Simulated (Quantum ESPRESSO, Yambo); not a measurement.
# A GW chain in Yambo: BiOCl (P4/nmm), part 3 of 3

Aim: the G0W0 gap of BiOCl (P4/nmm) on PBEsol with spin-orbit coupling, step by step.

Quantum ESPRESSO 7.5 and Yambo 5.3.0; PBEsol and many-body steps on it, plane waves. Known limits of the many-body steps: not at the basis limit; coarse k mesh.

So far. Step 3 (Bands along the symmetry lines): The gap is 2.249 eV, −0.048 eV from the run before at this level. Step 4 (Empty states on the mesh, 4×4×2 mesh, 224 bands): On this mesh the gap is 2.333 eV. The earlier step found 2.297 eV, so this mesh misses an edge.

## (5) Conversion and set-up

This step: Yambo 5.3.0; conversion and set-up on PBEsol with spin-orbit coupling, plane waves, norm-conserving pseudopotentials.

The states are converted to the many-body program's format and the q mesh is built.

Launch:

```sh
$ (cd o/x.save; p2y > p2y.log; mv SAVE ../..); yambo > setup.log
```

What it wrote:

```text
 Yambo, version 5.3.0

 [02] CORE Variables Setup
 =========================

  [02.01] Unit cells
  ==================

  Cell kind             :  Unknown
  Atoms in the cell     :  Bi  Cl  O
  number of Bi atoms    :  2
  number of Cl atoms    :  2
  number of O  atoms    :  2

  List of atomic masses
  Mass of Bi    :  208.9800
  Mass of Cl    :  35.45000
  Mass of O     :  15.99900

  List of atomic coordinates    : [cc]
  Bi1       :  3.671275  0.000000  4.569513  order 1
  Bi2       :  0.000000  3.671275  9.317895  order 2
  Cl1       :  0.000000  3.671275  2.044227  order 3
  Cl2       :   3.67127   0.00000  11.84318  order 4
  O1       :  0.000000  0.000000  6.943704  order 5
  O2       :  3.671275  3.671275  6.943704  order 6

  Alat factors          :   7.34255   7.34255  13.88741 [a.u.]
  Direct lattice volume :  748.7124 [a.u.]
  Direct lattice vectors:  A[ 1 ]  A[ 2 ]  A[ 3 ]
   A[ 1 ]:  1.000000  0.000000  0.000000  [iru]
   7.342550  0.000000  0.000000  [cc]
   A[ 2 ]:  0.000000  1.000000  0.000000  [iru]
   0.000000  7.342550  0.000000  [cc]
   A[ 3 ]:  0.000000  0.000000  1.000000  [iru]
    0.00000   0.00000  13.88741  [cc]

  Recip. lattice volume :  0.331302 [a.u.]
  Recip. lattice vectors:  B[ 1 ]  B[ 2 ]  B[ 3 ]
   B[ 1 ]:  1.000000  0.000000  0.000000  [iku]
   0.855723  0.000000  0.000000  [cc]
   B[ 2 ]:  0.000000  1.000000  0.000000  [iku]
   0.000000  0.855723  0.000000  [cc]
   B[ 3 ]:  0.000000  0.000000  1.000000  [iku]
   0.000000  0.000000  0.452438  [cc]

  [02.02] Symmetries
  ==================

  Inversion symmetry    : yes
  Spatial inversion     : no
  Inversion index       :   9
  K-space Time-reversal : yes
  Magnetic symmetries   : no
  Time-reversal derived K-space symmetries:   9  16
  Group table correct   : yes
  Symmetries units      :  [cc]

   [S  1]:  1.000000  0.000000  0.000000  0.000000  1.000000  0.000000  0.000000  0.000000  1.000000
   [S  2]: -1.000000  0.000000  0.000000  0.000000 -1.000000  0.000000  0.000000  0.000000  1.000000
   [S  3]:  0.000000  1.000000  0.000000  1.000000  0.000000  0.000000  0.000000  0.000000 -1.000000
[...]
[S  7]:  0.000000  1.000000  0.000000 -1.000000  0.000000  0.000000  0.000000  0.000000 -1.000000
   [S  8]:  0.000000 -1.000000  0.000000  1.000000  0.000000  0.000000  0.000000  0.000000 -1.000000
   [S* 9]: -1.000000 -0.000000 -0.000000 -0.000000 -1.000000 -0.000000 -0.000000 -0.000000 -1.000000
   [S*10]:  1.000000 -0.000000 -0.000000 -0.000000  1.000000 -0.000000 -0.000000 -0.000000 -1.000000
     [... 4 further rows ...]
   [S*15]: -0.000000 -1.000000 -0.000000  1.000000 -0.000000 -0.000000 -0.000000 -0.000000  1.000000
   [S*16]: -0.000000  1.000000 -0.000000 -1.000000 -0.000000 -0.000000 -0.000000 -0.000000  1.000000

  [02.03] Reciprocal space
  ========================

  nG shells         :   4027
  nG charge         :   67045
[...]
K [ 9]         [rlu]:  0.250000 -0.500000  0.000000
[...]
K [10]         [rlu]:  0.250000 -0.500000 -0.500000
[...]
K [11]         [rlu]: -0.500000 -0.500000  0.000000
         WF components:   8444
  K [12]         [rlu]: -0.500000 -0.500000 -0.500000
         WF components:   8400

  [02.05] Energies & Occupations
  ==============================

  [X] === General ===
  [X] Electronic Temperature                        :  0.000000  0.000000 [eV K]
  [X] Bosonic    Temperature                        :  0.000000  0.000000 [eV K]
  [X] Finite Temperature mode                       : no
  [X] El. density                                   :  0.64895E+24 [cm-3]
  [X] Fermi Level                                   :  8.862339 [eV]

  [X] === Gaps and Widths ===
  [X] Conduction Band Min                           :  2.333091 [eV]
  [X] Valence Band Max                              :  0.000000 [eV]
  [X] Filled Bands                                  :   72
  [X] Empty Bands                                   :   73  224
  [X] Direct Gap                                    :  2.609492 [eV]
  [X] Direct Gap localized at k                     :  2
  [X] Indirect Gap                                  :  2.333091 [eV]
  [X] Indirect Gap between kpts                     :   6   2
  [X] Last valence band width                       :  0.698062 [eV]
  [X] 1st conduction band width                     :  1.686063 [eV]

  E @ K [ 1]:  [eV]
  -151.5312 -151.5312 -151.5311 -151.5311 -108.1417 -108.1417 -108.1416 -108.1416
[...]
[... 6 further rows ...]
[...]
occ @ K [ 1]
[...]
[... 6 further rows ...]
[...]
E @ K [ 2]:  [eV]
[...]
occ @ K [ 2]
[...]
E @ K [ 3]:  [eV]
[...]
occ @ K [ 3]
[...]
E @ K [ 8]:  [eV]
[...]
occ @ K [ 8]
[...]
E @ K [ 9]:  [eV]
[...]
occ @ K [ 9]
[...]
E @ K [10]:  [eV]
[...]
occ @ K [10]
[...]
E @ K [11]:  [eV]
[...]
occ @ K [11]
[...]
E @ K [12]:  [eV]
[...]
[... 6 further rows ...]
[...]
occ @ K [12]
[...]
[... 6 further rows ...]
   0.000000  0.000000  0.000000  0.000000  0.000000  0.000000  0.000000  0.000000
   0.000000  0.000000  0.000000  0.000000  0.000000  0.000000  0.000000  0.000000

 [03] Transferred momenta grid and indexing
 ==========================================

 IBZ Q-points                                      :  12
 BZ  Q-points                                      :   32

 K/Q-points units:
 rlu = crystal or reduced units; cc = cartesian coordinates; iku = interal k-units

 Q [ 1]         [rlu]:  0.000000  0.000000  0.000000
 Q [ 2]         [rlu]:  0.000000  0.000000 -0.500000
 Q [ 3]         [rlu]:  0.000000  0.250000  0.000000
[...]
Q [ 8]         [rlu]:  0.250000  0.250000 -0.500000
 Q [ 9]         [rlu]:  0.250000 -0.500000  0.000000
 Q [10]         [rlu]:  0.250000 -0.500000 -0.500000
 Q [11]         [rlu]: -0.500000 -0.500000  0.000000
 Q [12]         [rlu]: -0.500000 -0.500000 -0.500000

  [03.01] X indexes
  =================

   [03.01.01] Sigma indexes
   ========================

 [06] Game Over & Game summary
```

Wall time 5 s (1 MPI rank of Arm Neoverse V1, shared host); peak memory 0.25 GiB.

## (6) Screening and self-energy, 4×4×2 mesh, 224 bands, screening to 88.4 eV

Now the one-shot GW correction: screening in the RPA, then the self-energy of the levels asked for.

This step: G0W0 on PBEsol with spin-orbit coupling, plane waves, norm-conserving pseudopotentials.

Input file gw1.in:

```
HF_and_locXC
gw0
dyson
ppa
em1d
rim_cut
RandQpts= 1000000
RandGvec= 1 RL
EXXRLvcs= 76 Ry
VXCRLvcs= 304 Ry
Chimod= "HARTREE"
% BndsRnXp
 1 | 224 |
%
NGsBlkXp= 6.5 Ry
% LongDrXp
 1 | 1 | 1 |
%
% GbndRnge
 1 | 224 |
%
DysSolver= "n"
ExtendOut
PPAPntXp= 27.21138 eV
% QPkrange
 6 | 6 | 69 | 76 |
 2 | 2 | 69 | 76 |
 1 | 1 | 69 | 76 |
%
```

Launch:

```sh
$ OMP_NUM_THREADS=1 mpirun -n 16 yambo -F gw1.in -J gw1 -C gw1 > gw1.log
```

What it wrote:

```text
 Yambo, version 5.3.0

 [02] CORE Variables Setup
 =========================

  [... cell, symmetries and grids as in the set-up ...]

  [02.05] Energies & Occupations
  ==============================

  [X] === General ===
  [X] Electronic Temperature                        :  0.000000  0.000000 [eV K]
  [X] Bosonic    Temperature                        :  0.000000  0.000000 [eV K]
  [X] Finite Temperature mode                       : no
  [X] El. density                                   :  0.64895E+24 [cm-3]
  [X] Fermi Level                                   :  8.862339 [eV]

  [X] === Gaps and Widths ===
  [X] Conduction Band Min                           :  2.333091 [eV]
  [X] Valence Band Max                              :  0.000000 [eV]
  [X] Filled Bands                                  :   72
  [X] Empty Bands                                   :   73  224
  [X] Direct Gap                                    :  2.609492 [eV]
  [X] Direct Gap localized at k                     :  2
  [X] Indirect Gap                                  :  2.333091 [eV]
  [X] Indirect Gap between kpts                     :   6   2
  [X] Last valence band width                       :  0.698062 [eV]
  [X] 1st conduction band width                     :  1.686063 [eV]

 [03] Transferred momenta grid and indexing
 ==========================================

 IBZ Q-points                                      :  12
 BZ  Q-points                                      :   32

 K/Q-points units:
 rlu = crystal or reduced units; cc = cartesian coordinates; iku = interal k-units

 Q [ 1]         [rlu]:  0.000000  0.000000  0.000000
 Q [ 2]         [rlu]:  0.000000  0.000000 -0.500000
 Q [ 3]         [rlu]:  0.000000  0.250000  0.000000
 Q [ 4]         [rlu]:  0.000000  0.250000 -0.500000
 Q [ 5]         [rlu]:  0.000000 -0.500000  0.000000
 Q [ 6]         [rlu]:  0.000000 -0.500000 -0.500000
 Q [ 7]         [rlu]:  0.250000  0.250000  0.000000
 Q [ 8]         [rlu]:  0.250000  0.250000 -0.500000
 Q [ 9]         [rlu]:  0.250000 -0.500000  0.000000
 Q [10]         [rlu]:  0.250000 -0.500000 -0.500000
 Q [11]         [rlu]: -0.500000 -0.500000  0.000000
 Q [12]         [rlu]: -0.500000 -0.500000 -0.500000

 [04] Coloumb potential Random Integration (RIM)
 ===============================================

  [04.01] RIM initialization
  ==========================

  * Diagonal components only detected *

  8 x (sBL volume)        :  0.082826 [a.u.]
  sBZ random points       :  1000000
  Points outside the sBZ  :   7992674
  RL volume               :  0.331302 [a.u.]
  Integrated volume       :  0.331606 [a.u.]

  [04.02] RIM integrals
  =====================

  Gamma point sphere radius             :  0.079069 [a.u.]
  Points outside the sphere             :   799840
  [Int_sBZ(q=0) 1/q^2]*(Vol_sBZ)^(-1/3) =:  7.675753
                                 should be <:  7.795600

  Summary of Coulomb integrals for non-metallic bands |Q|[au] RIM/Bare

  Q [1] 0.100000E-4 0.984626 * Q [3] 0.213931 1.039573
  Q [2] 0.226219 1.071722 * Q [7] 0.302544 1.044481
  Q [4] 0.311354 1.052616 * Q [8] 0.377767 1.036265
  Q [5] 0.427861 1.016490 * Q [9] 0.478363 1.015688
  Q [6] 0.483984 1.017078 * Q [10] 0.529156 1.015087
  Q [11] 0.605087 1.009990 * Q [12] 0.645992 1.009529

 [05] Dipoles
 ============

  [05.01] Setup: observables and procedures
  =========================================

  [WARNING] [x,Vnl] slows the Dipoles computation. To neglect it rename the ns.kb_pp file

 [06] Dynamic Dielectric Matrix (PPA)
 ====================================

 [SLK-Inversion]  Pools        :   4
 [SLK-Inversion]  BLACS grid   :  2  2

 [WR./gw1//ndb.pp]---------------------------------------------------------------
  Brillouin Zone Q/K grids (IBZ/BZ)                :   12   32   12   32
  RL vectors                                       :  10253 [WF]
  Coulomb cutoff potential                         : none
  Electronic Temperature                           :  0.000000 [K]
  Bosonic    Temperature                           :  0.000000 [K]
  PPA    diel. fun.  energies                      : Perdew, Burke & Ernzerhof SOL(X)+Perdew, Burke & Ernzerhof SOL(C)
  wavefunctions                                    : Perdew, Burke & Ernzerhof SOL(X)+Perdew, Burke & Ernzerhof SOL(C)
  Global Gauge                                     : length
  X matrix size                                    :  187
  X band range                                     :    1  224
  X e/h energy range                               : -1.000000 -1.000000 [eV]
  X Time ordering                                  : R
  X Hxc Kernel                                     : HARTREE
  X Drude frequency                                :  0.000000  0.000000
  X poles                                          :  100.0000 [o/o]
  RL vectors in the sum                            :  10253
  [r,Vnl] included                                 : yes
  Field direction                                  :  0.577350E-5  0.577350E-5  0.577350E-5
  BZ energy Double Grid                            : no
  BZ energy DbGd points                            : 0
  BZ Q point size factor                           : -1.000000
  X Optical Averaged directions                    : none

 [07] Local Exchange-Correlation + Non-Local Fock
 ================================================

 [VXC] Plane waves :   67045
 [EXS] Plane waves :   8371

 QP @ state[ 1 ] K range:  1  2
 QP @ state[ 1 ] b range:   69   76
 QP @ state[ 2 ] K range:   6   6
 QP @ state[ 2 ] b range:   69   76

 [xc] Functional : Perdew, Burke & Ernzerhof SOL(X)+Perdew, Burke & Ernzerhof SOL(C)
 [xc] LIBXC used to calculate xc functional
  PP Number of Atomic Species                      :  3
  NLCC RL compoments                               :   67045
  PP Number of Atomic Species                      :  3
  NLCC RL compoments                               :   67045

 [xc] E_xc :  -46.36638 [Ha]
      E_xc :  -92.73277 [Ry]

  Local XC kind (lXC) : Perdew, Burke & Ernzerhof SOL(X)+Perdew, Burke & Ernzerhof SOL(C)
  Non-Local XC kind (nlXC) : Hartree-Fock

  Corrections @ K [1] :  [eV]
 <69|nlXC|69> = -19.47715 -0.21391E-17 <69|lXC|69> = -15.39785  0.11801E-15
 <70|nlXC|70> = -19.47715  0.55294E-17 <70|lXC|70> = -15.39785  0.000000
 <71|nlXC|71> = -19.51333 -0.44302E-17 <71|lXC|71> = -16.18039  0.000000
 <72|nlXC|72> = -19.51332  0.17273E-17 <72|lXC|72> = -16.18039  0.18882E-15
 <73|nlXC|73> = -9.962184 -0.41053E-18 <73|lXC|73> = -13.89279 -0.94408E-16
 <74|nlXC|74> = -9.962187 -0.11207E-17 <74|lXC|74> = -13.89280  0.18882E-15
 <75|nlXC|75> = -10.80204 -0.73207E-19 <75|lXC|75> = -14.47460 -0.28323E-15
 <76|nlXC|76> = -10.80204  0.15686E-18 <76|lXC|76> = -14.47460  0.000000

  Corrections @ K [2] :  [eV]
 <69|nlXC|69> = -22.01234 -0.19926E-17 <69|lXC|69> = -18.13402  0.94408E-16
 <70|nlXC|70> = -22.01234 -0.55588E-18 <70|lXC|70> = -18.13402  0.000000
[...]
Corrections @ K [6] :  [eV]
[...]
<72|nlXC|72> = -19.54468 -0.57357E-18 <72|lXC|72> = -16.28322 -0.82607E-16
 <73|nlXC|73> = -11.10945  0.11613E-17 <73|lXC|73> = -15.11142  0.47204E-16
 <74|nlXC|74> = -11.10977 -0.51657E-18 <74|lXC|74> = -15.11143  0.94408E-16
 <75|nlXC|75> = -11.10957  0.32208E-17 <75|lXC|75> = -15.11143  0.000000
 <76|nlXC|76> = -11.10965 -0.21033E-18 <76|lXC|76> = -15.11143  0.000000

 [08] Dyson equation: Newton solver
 ==================================

  [08.01] G0W0 (W PPA)
  ====================

  [  GW  ] Bands range     :    1  224
  [GW/PPA] G damping       :  0.100000 [eV]

  QP @ state[ 1 ] K range:  1  2
  QP @ state[ 1 ] b range:   69   76
  QP @ state[ 2 ] K range:   6   6
  QP @ state[ 2 ] b range:   69   76

   Sc/G bands                                       :    1  224
   Sc/G damping                                     :  0.100000 ev
   Sc bands terminator                              : no
   Sx RL components                                 :   8371

   QP @ state[ 1 ] K range                          :  1  2
   QP @ state[ 1 ] b range                          :   69   76
   QP @ state[ 2 ] K range                          :   6   6
   QP @ state[ 2 ] b range                          :   69   76
   GF energies kind                                 : Perdew, Burke & Ernzerhof SOL(X)+Perdew, Burke & Ernzerhof SOL(C)
   GF WF`s kind                                     : Perdew, Burke & Ernzerhof SOL(X)+Perdew, Burke & Ernzerhof SOL(C)
   Xs energies kind                                 : Perdew, Burke & Ernzerhof SOL(X)+Perdew, Burke & Ernzerhof SOL(C)
   Xs WF`s kind                                     : Perdew, Burke & Ernzerhof SOL(X)+Perdew, Burke & Ernzerhof SOL(C)

 [11] Game Over & Game summary
```

Elapsed: 6.2 min, on 16 MPI ranks; peak memory 37 GiB.

This step gave:

```yaml
g0w0_gap_on_the_points_computed: 3.389 eV
starting_gap_on_the_mesh: 2.333 eV
k_of_the_valence_top: 0, -0.5, -0.5
k_of_the_conduction_bottom: 0, 0, -0.5
least_direct_g0w0_gap_on_the_computed_points: 3.492 eV
z_at_the_valence_top: 0.7936
z_at_the_conduction_bottom: 0.8304
```

The gap on the mesh goes from 2.33 eV to 3.39 eV, a correction of +1.06 eV. The start differs from the 2.30 eV found before because the two sample other k points.

Limits: finite bands, cutoff and mesh; coarse k mesh. v1 is the top filled band, c1 the lowest empty one. Levels before and after the correction, in eV, zero at the valence-band top of each column:

|  | conduction bottom | valence top |
| --- | --- | --- |
| Kohn-Sham | 2.33 | 0.00 |
| G0W0 | 3.39 | 0.00 |

|  | level | energy (eV) |
| --- | --- | --- |
| Kohn-Sham | (0 0 -0.5) v3 | -0.358 |
| Kohn-Sham | (0 0 -0.5) v2-v1 | -0.276 |
| Kohn-Sham | (0 0 -0.5) c1-c2 | 2.333 |
| Kohn-Sham | (0 0 -0.5) c3 | 2.452 |
| Kohn-Sham | (0 -0.5 -0.5) v3-v1 | 0.000 |
| Kohn-Sham | (0 -0.5 -0.5) c1-c3 | 3.675 |
| G0W0 | (0 0 -0.5) v3 | -0.103 |
| G0W0 | (0 0 -0.5) v2-v1 | -0.640 |
| G0W0 | (0 0 -0.5) c1-c2 | 3.389 |
| G0W0 | (0 0 -0.5) c3 | 3.681 |
| G0W0 | (0 -0.5 -0.5) v3-v1 | 0.000 |
| G0W0 | (0 -0.5 -0.5) c1-c3 | 5.055 |

## (7) Where the time went

Times are wall times on the hardware named with each run. The host was busy with other work, so they are no guide to cost.

| step | time | share | memory (GiB) |
| --- | --- | --- | --- |
| ground state | 3.5 min | 29 % | 2.9 |
| bands along the symmetry lines | 68 s | 9 % | 3.4 |
| empty states on the mesh | 81 s | 11 % | 2.3 |
| conversion and set-up | 5 s | 1 % | 0.25 |
| screening and self-energy | 6.2 min | 50 % | 37 |

## (8) Outcome

* PBEsol gap: 2.25 eV, indirect
* G0W0 gap on the mesh: 3.39 eV
* G0W0 gap over the zone (rigid shift): 3.30 eV
* GW settings: 4×4×2 mesh, 224 bands, screening to 88.4 eV, Godby-Needs plasmon pole
* known limits: not at the basis limit; coarse k mesh

What this shows: G0W0 moves the gap on the mesh from 2.33 eV to 3.39 eV (+1.06 eV), with Z of 0.79 and 0.83 at the edges. The mesh misses the band edges by 0.08 eV in all; a rigid shift gives 3.30 eV for the zone. Only 3 of the mesh's irreducible points were corrected, so a valley elsewhere could overtake. The dearest step here is «screening and self-energy». Against experiment, by G0W0@PBEsol: the gap of 3.30 eV lies −0.06 eV from the measured 3.36 eV (optical, 2021); the gap of 3.30 eV lies −0.14 eV from the measured 3.44 eV (optical, 2022). An exciton line or allowed optical edge lies below the quasiparticle gap by the binding energy; a forbidden edge can push the onset above it. The calculation has static nuclei and no excitons; a measured gap holds zero-point and thermal motion, which mostly lowers it. Bands and cutoff are finite, so the gap is not at the basis limit. The miss can reach some tenths of an eV and take either sign; the mesh is an error of its own. In the G0W0 run levels were corrected at 3 k points alone, so a gap called «on the mesh» is the least over those, and an edge elsewhere would be missed. A denser mesh or path gives a starting gap of 2.25 eV: the GW mesh misses a band edge, so its gaps are not the fundamental one. The 4×4×2 mesh is coarse for this cell, which bears on the long-range parts of exchange and screening.

[Paths, hosts, dates, memory and timing lines, banners, echoed tables and standing remarks are left out of the program output.]

[Logs are printed without paths, hosts, clocks, repeated set-up lines and the standing remarks that a program may print on its own settings, such as how far it seeks lower states.]

[Runs of the session that timed out or met a known fault of the program may be left out.]

[Hosts, paths, dates, database ids (printed as entryN), source tags and the programs' standing remarks are cut or masked in the printed files.]
